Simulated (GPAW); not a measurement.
# Core-hole calculation of the Ti K edge in TiC (Fm-3m), part 3 of 4

Aim: the dependence of the Ti K near-edge features of TiC (Fm-3m) on volume.

GPAW 26.7.0; X-ray absorption from dipole matrix elements to empty bands, plane-wave PAW PBE.

So far. Step 4 (Spectrum with XCH, Ti atom 1): The total-energy difference is 4983.38 eV. One term is added: -22.82 eV, since the hole is spin-paired here and a spin-polarised one costs that much less in the free atom (computed apart). The photon energy is then 4960.56 eV. The tabulated edge of the element is 4966 eV. The functional leaves an error of a few eV in such absolute values. Step 6 (Spectrum with XCH, Ti atom 1): The scaled spectrum changes by 15 % r.m.s. A shift of +0.6 eV leaves 8 %.

The database entry behind the starting cell differs from later determinations by our own check (0.1 to 0.3 % short, probably kX units), so it need not match the best structure at ambient conditions.

### Step 7. Reference energy of the supercell

Level of this step: plane-wave PAW DFT, PBE, self-consistent field (GPAW).

The cell changes for the next run, so it gets a reference energy of its own.

The cell differs from the one that the last finished run ended in (a 5.983 → 6.046 Å, b 5.983 → 6.046 Å, c 5.983 → 6.046 Å).

scf.py

```python
import numpy as np
from ase import Atoms
from ase.parallel import parprint, paropen
from gpaw import GPAW, PW, FermiDirac, Mixer, MixerDif, setup_paths
from gpaw.test import gen
setup_paths.insert(0, '.')
gen('Ti', name='nch1s', xcname='PBE', corehole=(1, 0, 0), write_xml=True)
from gpaw.mpi import world
world.barrier()

atoms = Atoms('Ti8C8',
    cell=[[0, 4.2749748, 4.2749748],
     [4.2749748, 0, 4.2749748],
     [4.2749748, 4.2749748, 0]],
    scaled_positions=[[0, 0, 0],
     [0, 0, 0.5],
     [0, 0.5, 0],
     [0.5, 0, 0],
     [0, 0.5, 0.5],
     [0.5, 0, 0.5],
     [0.5, 0.5, 0],
     [0.5, 0.5, 0.5],
     [0.25, 0.25, 0.25],
     [0.25, 0.25, 0.75],
     [0.25, 0.75, 0.25],
     [0.75, 0.25, 0.25],
     [0.25, 0.75, 0.75],
     [0.75, 0.25, 0.75],
     [0.75, 0.75, 0.25],
     [0.75, 0.75, 0.75]],
    pbc=True)
atoms.calc = calc = GPAW(legacy_gpaw=True, mode=PW(430, force_complex_dtype=True), xc='PBE', setups={0: 'nch1s'},
    kpts={'size': (5, 5, 5), 'gamma': True}, occupations=FermiDirac(0.1),
    charge=0, mixer=Mixer(0.1, 5, 50), maxiter=150,
    convergence={'density': 0.0001, 'eigenstates': 1e-6}, txt='scf.txt')
energy = atoms.get_potential_energy() + calc.get_reference_energy()
ef = calc.get_fermi_level()
out = dict(energy=energy, fermi=ef, forces=atoms.get_forces().tolist())
parprint(f'all-electron energy {energy:.4f} eV, Fermi level {ef:.4f} eV')
ev = np.array([[calc.get_eigenvalues(k, s) for k in range(len(calc.get_ibz_k_points()))] for s in range(calc.get_number_of_spins())])
out['homo'], out['lumo'], out['counts'] = ev[ev < ef].max(), ev[ev > ef].min(), sorted(set((ev < ef).sum((0, 2)).tolist()))
out['filled'] = (ev[:, 0] < ef).sum(1).tolist()
import json
with paropen('out.json', 'w') as f:
    json.dump(out, f)
```

Run with:

```console
$ OMP_NUM_THREADS=1 mpirun -n 4 gpaw python scf.py
```

Numbers of over 12 decimals in the logs are rounded to 6 here.

What it wrote:

```text
Input parameters:
  convergence: {density: 0.0001,
                eigenstates: 1e-06}
  kpts: {gamma: True,
         size: (5, 5, 5)}
  maxiter: 150
  mixer: {backend: pulay,
          beta: 0.1,
          method: separate,
          nmaxold: 5,
          weight: 50}
  mode: {ecut: 430.0,
         force_complex_dtype: True,
         name: pw}
  occupations: {fixmagmom: False,
                name: fermi-dirac,
[...]
4s(2) :    -0.164137     0.992018
3p(6) :    -1.428160     0.433832
4p(0) :    -0.053893     0.982293
3d(2) :    -0.156485     0.588344
*d    :     0.843515
--------------------------------

Diagonalizing with gridspacing h=0.050

state   all-electron     PAW
-------------------------------
3s:      -2.301366    -2.301666
3p:      -1.428160    -1.428851
3d:      -0.156485    -0.156983
*f:                    0.063889
-------------------------------
all-electron energy -194152.4389 eV, Fermi level 10.7358 eV
[key lines of the parts left out:]
Converged after 20 iterations.
Dipole moment: (0.000000, 0.000000, 0.000000) |e|*Ang
Free energy:   -139.339827
Fermi level: 10.73578
```

Run time: 33 s. Hardware: 4 MPI ranks of Arm Neoverse V2, shared host; peak memory 0.25 GiB.

Reference energy: -194152.439 eV with the cores included.

### Step 8. Spectrum with XCH, Ti atom 1

Shorter bonds are expected to push antibonding states and scattering resonances up, and longer ones down; the cell is scaled to test that.

Changed against the first core-hole run: volume scale from 1 to 0.97.

xas.py

```python
import numpy as np
from ase import Atoms
from ase.parallel import parprint, paropen
from gpaw import GPAW, PW, FermiDirac, Mixer, MixerDif, setup_paths
from gpaw.test import gen
setup_paths.insert(0, '.')
gen('Ti', name='fch1s', xcname='PBE', corehole=(1, 0, 1), write_xml=True)
from gpaw.mpi import world
world.barrier()

atoms = Atoms('Ti8C8',
    cell=[[0, 4.2749748, 4.2749748],
     [4.2749748, 0, 4.2749748],
     [4.2749748, 4.2749748, 0]],
    scaled_positions=[[0, 0, 0],
     [0, 0, 0.5],
     [0, 0.5, 0],
     [0.5, 0, 0],
     [0, 0.5, 0.5],
     [0.5, 0, 0.5],
     [0.5, 0.5, 0],
     [0.5, 0.5, 0.5],
     [0.25, 0.25, 0.25],
     [0.25, 0.25, 0.75],
     [0.25, 0.75, 0.25],
     [0.75, 0.25, 0.25],
     [0.25, 0.75, 0.75],
     [0.75, 0.25, 0.75],
     [0.75, 0.75, 0.25],
     [0.75, 0.75, 0.75]],
    pbc=True)
atoms.calc = calc = GPAW(legacy_gpaw=True, mode=PW(430, force_complex_dtype=True), xc='PBE', setups={0: 'fch1s'},
    kpts={'size': (5, 5, 5), 'gamma': True}, occupations=FermiDirac(0.1),
    charge=-1, mixer=Mixer(0.1, 5, 50), maxiter=150,
    convergence={'density': 0.0001, 'eigenstates': 1e-6}, txt='scf.txt')
energy = atoms.get_potential_energy() + calc.get_reference_energy()
ef = calc.get_fermi_level()
out = dict(energy=energy, fermi=ef, forces=atoms.get_forces().tolist())
parprint(f'all-electron energy {energy:.4f} eV, Fermi level {ef:.4f} eV')
ev = np.array([[calc.get_eigenvalues(k, s) for k in range(len(calc.get_ibz_k_points()))] for s in range(calc.get_number_of_spins())])
out['homo'], out['lumo'], out['counts'] = ev[ev < ef].max(), ev[ev > ef].min(), sorted(set((ev < ef).sum((0, 2)).tolist()))
out['filled'] = (ev[:, 0] < ef).sum(1).tolist()

from ase.units import Ha
from gpaw.xas import dipole_matrix_elements
nb = int(calc.get_number_of_electrons() / 2) + 136
top, nb = nb, nb + 8 + nb // 12
nscf = calc.fixed_density(kpts={'size': (7, 7, 7), 'gamma': True}, nbands=nb,
    convergence={'bands': top, 'eigenstates': 5e-3}, maxiter=60, txt='nscf.txt')
cell = atoms.cell.array
ops = [cell.T @ U.T @ np.linalg.inv(cell.T) for U in nscf.wfs.kd.symmetry.op_scc]
E = np.arange(-6, 34, 0.1)
fwhm = np.interp(E, [4, 25], [0.94, 3.5])
Y, X, zero, highest = 0, 0, 1e9, 1e9
for spin in range(nscf.get_number_of_spins()):
    wfs = nscf.wfs
    mine = wfs.bd.get_slice()  # this rank's bands
    A = dipole_matrix_elements(wfs.setups[0])
    eps = np.zeros((wfs.kd.nibzkpts, nb))
    d = np.zeros((3, A.shape[1], wfs.kd.nibzkpts, nb), complex)
    for kpt in wfs.kpt_u:
        if kpt.s == spin and 0 in kpt.P_ani:
            eps[kpt.k, mine] = kpt.eps_n * Ha
            d[:, :, kpt.k, mine] = (kpt.weight * wfs.nspins / 2) ** 0.5 * np.inner(A, kpt.P_ani[0])
    world.sum(eps)
    world.sum(d)
    T = np.einsum('amkn,bmkn->abkn', d, d.conj()).real
    T = sum(np.einsum('ai,ijkn,bj->abkn', R, T, R) for R in ops) / len(ops)
    empty = eps > ef
    zero, highest = min(zero, eps[empty].min()), min(highest, eps[:, top - 1].min())
    lines = [(eps, T, empty)] if spin == 0 else lines + [(eps, T, empty)]
for eps, T, empty in lines:
    f = np.einsum('aakn->akn', T).reshape(3, -1)
    x = eps.ravel() - zero
    w = np.interp(x, E, fwhm) / 2.35482
    g = np.exp(-0.5 * ((E[:, None] - x) / w) ** 2) / (w * (2 * np.pi) ** 0.5)
    Y = Y + (f * empty.ravel()) @ g.T
    X = X + (f * ~empty.ravel()) @ g.T
out.update(E=E.round(2).tolist(), xas=Y.tolist(), xes=X.tolist(), zero=zero, valid=highest - zero, nk=len(eps), nb=nb)
for i in range(0, len(E), 10):
    parprint(f'{E[i]:7.2f}', *(f'{v:10.3e}' for v in Y[:, i]))
import json
with paropen('out.json', 'w') as f:
    json.dump(out, f)
```

Run with:

```console
$ OMP_NUM_THREADS=1 mpirun -n 4 gpaw python xas.py
```

What it wrote:

```text
Input parameters:
  charge: -1
  convergence: {density: 0.0001,
                eigenstates: 1e-06}
  kpts: {gamma: True,
         size: (5, 5, 5)}
  maxiter: 150
  mixer: {backend: pulay,
          beta: 0.1,
          method: separate,
          nmaxold: 5,
          weight: 50}
  mode: {ecut: 430.0,
         force_complex_dtype: True,
         name: pw}
  occupations: {fixmagmom: False,
[...]
*d    :     0.343888
--------------------------------

Diagonalizing with gridspacing h=0.050

state   all-electron     PAW
-------------------------------
3s:      -2.998602    -2.998884
3p:      -2.109826    -2.110472
3d:      -0.656112    -0.656704
*f:                   -0.028297
-------------------------------
all-electron energy -189169.1806 eV, Fermi level 10.8487 eV
[...]
32.00  5.309e-07  5.309e-07  5.309e-07
  33.00  4.970e-07  4.970e-07  4.970e-07
[key lines of the parts left out:]
Converged after 25 iterations.
Dipole moment: (0.000000, 0.000000, 0.000000) |e|*Ang
Free energy:   -151.687153
Fermi level: 10.84874
```

It took 1.8 min on 4 MPI ranks; peak memory 0.42 GiB; 7.2 min of CPU time.

| E (eV) | first run | this run |
| --- | --- | --- |
| -2.0 | 0.00 | 0.00 |
| -1.0 | 0.00 | 0.00 |
| 0.0 | 0.16 | 0.16 |
| 1.0 | 0.14 | 0.15 |
| 2.0 | 0.15 | 0.15 |
| 3.0 | 0.32 | 0.30 |
| 4.0 | 0.38 | 0.43 |
| 5.0 | 0.39 | 0.35 |
| 6.0 | 0.55 | 0.56 |
| 7.0 | 0.31 | 0.43 |
| 8.0 | 0.10 | 0.12 |
| 9.0 | 0.26 | 0.22 |
| 10.0 | 0.60 | 0.52 |
| 11.0 | 1.00 | 0.92 |
| 12.0 | 1.15 | 1.16 |
| 13.0 | 1.37 | 1.30 |
| 14.0 | 1.87 | 1.77 |
| 15.0 | 1.93 | 1.98 |
| 16.0 | 1.92 | 1.91 |
| 17.0 | 2.21 | 2.11 |
| 18.0 | 2.35 | 2.35 |
| 19.0 | 2.04 | 2.23 |
| 20.0 | 1.61 | 1.82 |
| 21.0 | 1.37 | 1.51 |
| 22.0 | 1.19 | 1.32 |
| 23.0 | 1.02 | 1.13 |
| 24.0 | 0.91 | 0.98 |
| 25.0 | 0.87 | 0.90 |
| 26.0 | 0.92 | 0.89 |
| 27.0 | 1.10 | 0.99 |
| 28.0 | 1.37 | 1.23 |
| 29.0 | 1.54 | 1.49 |
| 30.0 | 1.53 | 1.59 |
| 31.0 | 1.42 | 1.52 |
| 32.0 | 1.31 | 1.40 |

Against the first run the r.m.s. difference is 7 %. The highest intensity below 24 eV goes from 17.8 eV (2.36) to 18.2 eV (2.37).

The photon energy of the zero moves by -0.12 eV.

### Step 9. Reference energy of the supercell

The cell changes for the next run, so it gets a reference energy of its own.

The cell differs from the one that the last finished run ended in (a 6.046 → 6.168 Å, b 6.046 → 6.168 Å, c 6.046 → 6.168 Å).

scf.py, as its differences from that of step 7:

```diff
@@ -11,5 +11,5 @@
 atoms = Atoms('Ti8C8',
-    cell=[[0, 4.2749748, 4.2749748],
-     [4.2749748, 0, 4.2749748],
-     [4.2749748, 4.2749748, 0]],
+    cell=[[0, 4.3613612, 4.3613612],
+     [4.3613612, 0, 4.3613612],
+     [4.3613612, 4.3613612, 0]],
     scaled_positions=[[0, 0, 0],
```

Run with:

```console
$ OMP_NUM_THREADS=1 mpirun -n 4 gpaw python scf.py
```

What it wrote:

```text
Input parameters:
  convergence: {density: 0.0001,
                eigenstates: 1e-06}
  kpts: {gamma: True,
         size: (5, 5, 5)}
  maxiter: 150
  mixer: {backend: pulay,
          beta: 0.1,
          method: separate,
          nmaxold: 5,
          weight: 50}
  mode: {ecut: 430.0,
         force_complex_dtype: True,
         name: pw}
  occupations: {fixmagmom: False,
                name: fermi-dirac,
[...]
4s(2) :    -0.164137     0.992018
3p(6) :    -1.428160     0.433832
4p(0) :    -0.053893     0.982293
3d(2) :    -0.156485     0.588344
*d    :     0.843515
--------------------------------

Diagonalizing with gridspacing h=0.050

state   all-electron     PAW
-------------------------------
3s:      -2.301366    -2.301666
3p:      -1.428160    -1.428851
3d:      -0.156485    -0.156983
*f:                    0.063889
-------------------------------
all-electron energy -194152.7185 eV, Fermi level 9.9644 eV
[key lines of the parts left out:]
Converged after 25 iterations.
Dipole moment: (-0.000000, -0.000000, -0.000000) |e|*Ang
Free energy:   -139.620611
Fermi level: 9.96445
```

Run time: 40 s. Hardware: 4 MPI ranks; peak memory 0.25 GiB; 2.7 min of CPU time.

Reference energy: -194152.718 eV with the cores included.

### Step 10. Spectrum with XCH, Ti atom 1

Shorter bonds are expected to push antibonding states and scattering resonances up, and longer ones down; the cell is scaled to test that.

Changed against the first core-hole run: volume scale from 1 to 1.03.

xas.py, as its differences from that of step 8:

```diff
@@ -11,5 +11,5 @@
 atoms = Atoms('Ti8C8',
-    cell=[[0, 4.2749748, 4.2749748],
-     [4.2749748, 0, 4.2749748],
-     [4.2749748, 4.2749748, 0]],
+    cell=[[0, 4.3613612, 4.3613612],
+     [4.3613612, 0, 4.3613612],
+     [4.3613612, 4.3613612, 0]],
     scaled_positions=[[0, 0, 0],
@@ -45,3 +45,3 @@
 from gpaw.xas import dipole_matrix_elements
-nb = int(calc.get_number_of_electrons() / 2) + 136
+nb = int(calc.get_number_of_electrons() / 2) + 142
 top, nb = nb, nb + 8 + nb // 12
```

Run with:

```console
$ OMP_NUM_THREADS=1 mpirun -n 4 gpaw python xas.py
```

What it wrote:

```text
Input parameters:
  charge: -1
  convergence: {density: 0.0001,
                eigenstates: 1e-06}
  kpts: {gamma: True,
         size: (5, 5, 5)}
  maxiter: 150
  mixer: {backend: pulay,
          beta: 0.1,
          method: separate,
          nmaxold: 5,
          weight: 50}
  mode: {ecut: 430.0,
         force_complex_dtype: True,
         name: pw}
  occupations: {fixmagmom: False,
[...]
*d    :     0.343888
--------------------------------

Diagonalizing with gridspacing h=0.050

state   all-electron     PAW
-------------------------------
3s:      -2.998602    -2.998884
3p:      -2.109826    -2.110472
3d:      -0.656112    -0.656704
*f:                   -0.028297
-------------------------------
all-electron energy -189169.2295 eV, Fermi level 10.0693 eV
[...]
32.00  4.953e-07  4.953e-07  4.953e-07
  33.00  4.818e-07  4.818e-07  4.818e-07
[key lines of the parts left out:]
Converged after 35 iterations.
Dipole moment: (-0.000000, -0.000000, -0.000000) |e|*Ang
Free energy:   -151.738839
Fermi level: 10.06927
```

The job ended after 2.3 min (4 MPI ranks; peak memory 0.43 GiB; 9.1 min of CPU time).

| E (eV) | first run | this run |
| --- | --- | --- |
| -2.0 | 0.00 | 0.00 |
| -1.0 | 0.00 | 0.00 |
| 0.0 | 0.16 | 0.15 |
| 1.0 | 0.14 | 0.13 |
| 2.0 | 0.15 | 0.15 |
| 3.0 | 0.32 | 0.34 |
| 4.0 | 0.38 | 0.33 |
| 5.0 | 0.39 | 0.43 |
| 6.0 | 0.55 | 0.53 |
| 7.0 | 0.31 | 0.20 |
| 8.0 | 0.10 | 0.10 |
| 9.0 | 0.26 | 0.32 |
| 10.0 | 0.60 | 0.70 |
| 11.0 | 1.00 | 1.07 |
| 12.0 | 1.15 | 1.14 |
| 13.0 | 1.37 | 1.49 |
| 14.0 | 1.87 | 1.94 |
| 15.0 | 1.93 | 1.88 |
| 16.0 | 1.92 | 2.00 |
| 17.0 | 2.21 | 2.32 |
| 18.0 | 2.35 | 2.26 |
| 19.0 | 2.04 | 1.80 |
| 20.0 | 1.61 | 1.44 |
| 21.0 | 1.37 | 1.25 |
| 22.0 | 1.19 | 1.08 |
| 23.0 | 1.02 | 0.94 |
| 24.0 | 0.91 | 0.87 |
| 25.0 | 0.87 | 0.88 |
| 26.0 | 0.92 | 1.00 |
| 27.0 | 1.10 | 1.24 |
| 28.0 | 1.37 | 1.47 |
| 29.0 | 1.54 | 1.53 |
| 30.0 | 1.53 | 1.45 |
| 31.0 | 1.42 | 1.32 |
| 32.0 | 1.31 | 1.24 |

Against the first run the r.m.s. difference is 7 %. The highest intensity below 24 eV goes from 17.8 eV (2.36) to 17.4 eV (2.36).

The photon energy of the zero moves by +0.11 eV.

### Step 11. Reference energy of the supercell

The cell changes for the next run, so it gets a reference energy of its own.

The cell differs from the one that the last finished run ended in (a 6.168 → 6.227 Å, b 6.168 → 6.227 Å, c 6.168 → 6.227 Å).

scf.py, as its differences from that of step 9:

```diff
@@ -11,5 +11,5 @@
 atoms = Atoms('Ti8C8',
-    cell=[[0, 4.3613612, 4.3613612],
-     [4.3613612, 0, 4.3613612],
-     [4.3613612, 4.3613612, 0]],
+    cell=[[0, 4.40329993, 4.40329993],
+     [4.40329993, 0, 4.40329993],
+     [4.40329993, 4.40329993, 0]],
     scaled_positions=[[0, 0, 0],
```

Run with:

```console
$ OMP_NUM_THREADS=1 mpirun -n 4 gpaw python scf.py
```

What it wrote:

```text
Input parameters:
  convergence: {density: 0.0001,
                eigenstates: 1e-06}
  kpts: {gamma: True,
         size: (5, 5, 5)}
  maxiter: 150
  mixer: {backend: pulay,
          beta: 0.1,
          method: separate,
          nmaxold: 5,
          weight: 50}
  mode: {ecut: 430.0,
         force_complex_dtype: True,
         name: pw}
  occupations: {fixmagmom: False,
                name: fermi-dirac,
[...]
4s(2) :    -0.164137     0.992018
3p(6) :    -1.428160     0.433832
4p(0) :    -0.053893     0.982293
3d(2) :    -0.156485     0.588344
*d    :     0.843515
--------------------------------

Diagonalizing with gridspacing h=0.050

state   all-electron     PAW
-------------------------------
3s:      -2.301366    -2.301666
3p:      -1.428160    -1.428851
3d:      -0.156485    -0.156983
*f:                    0.063889
-------------------------------
all-electron energy -194152.5257 eV, Fermi level 9.6080 eV
[key lines of the parts left out:]
Converged after 34 iterations.
Dipole moment: (0.000000, 0.000000, 0.000000) |e|*Ang
Free energy:   -139.428916
Fermi level: 9.60796
```

Elapsed: 52 s, on 4 MPI ranks; peak memory 0.26 GiB.

Reference energy: -194152.526 eV with the cores included.

(Part 3 of 4 ends here.)

[Banner, clock and machine lines of the logs are left out without a mark of their own.]

[Logs are printed without paths, hosts, clocks, repeated set-up lines and the standing remarks that a program may print on its own settings, such as how far it seeks lower states.]

[Hosts, paths, dates, database ids (printed as entryN), source tags and the programs' standing remarks are cut or masked in the printed files.]

[Lists of maxima count a maximum above −3 eV only where it reaches 4 % of the highest in the window and stands out from its surroundings by 2 % of it (1.5 % where it reaches 55 %); shoulders and weaker maxima are passed over, and of the rest the first, up to two pre-edge ones and the few strongest are named.]
